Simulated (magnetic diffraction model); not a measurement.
## Rb₂LiCe: what an assumed order does to the neutron pattern

Space group P6_3/mmc (no. 194), a = 5.9870 Å, c = 10.6190 Å.

```csv
site,atom,x,y,z
2c,Ce,1/3,2/3,1/4
4f,Rb,1/3,2/3,0.5835
2b,Li,0,0,3/4
```

This is a made-up structure (elements placed in a structure type, unrelaxed), so the numbers test the method and describe no known phase.

Only Ce is taken to order (form factors of Ce3+); orders and moment sizes are assumed, and not adapted to the symmetry. Radiation: neutrons of λ = 1.909 Å, 3° to 55°; isotropic B of 0.16 Å² (Ce), 0.21 Å² (Rb) and 0.28 Å² (Li). The intensities are simulated: I ∝ L Σ (|F_N|² + |F_M⊥|²) for unpolarised neutrons, with F_M = 2.695 fm/μB × Σ f(s) S exp(2πi Q·r) exp(−B s²) at Q = H ± k (one set where k and −k are equivalent), only the part normal to Q counting and L = 1/(sin²θ cos θ). For collinear order S is the moment m, which repeats by lattice and centring translations R with the sign exp(−2πi k·R). Form factors are spin-only for 3d ions and dipole or tabulated for f ions, scattering lengths are Sears's of 1992, and absorption is left out. A label names one of the reflections at its angle. The strongest nuclear line in the range is 100, and lines under 0.2 are left out.

Assume the order k = (0 0 0), collinear moments along [101], 0.84 μB on Ce; signs + at (1/3, 2/3, 1/4), − at (2/3, 1/3, 3/4).

Predict the pattern, nuclear and magnetic parts apart.

```tsv
2θ (°)	index	nuclear	magnetic
10.31	(0 0 1)	0.0	0.9
20.71	(0 0 2)	3.3	0.0
21.22	(1 0 0)	73.1	1.8
23.64	(1 0 1)	3.5	0.8
29.82	(1 0 2)	0.4	1.1
37.19	(1 1 0)	56.5	0.0
38.11	(1 0 3)	100.0	0.2
38.69	(1 1 1)	0.0	1.2
42.14	(0 0 4)	0.9	0.0
42.94	(1 1 2)	5.0	0.0
43.21	(2 0 0)	19.1	0.4
44.54	(2 0 1)	1.1	0.2
47.65	(1 0 4)	0.1	0.2
48.38	(2 0 2)	0.1	0.5
49.37	(1 1 3)	0.0	0.5
54.31	(2 0 3)	53.8	0.1
```

The strongest magnetic line in the range is (1 0 0) at 21.22° (1.8). On top of the Lorentz factor, which all lines share, magnetic lines fade with angle because f falls: for Ce3+ it is 0.96, 0.86, 0.71 and 0.43 at sin θ/λ = 0.1, 0.2, 0.3 and 0.5 Å⁻¹, while nuclear lengths stay constant. The order has no net moment.

[Logs are printed without paths, hosts, clocks, repeated set-up lines and the standing remarks that a program may print on its own settings, such as how far it seeks lower states.]
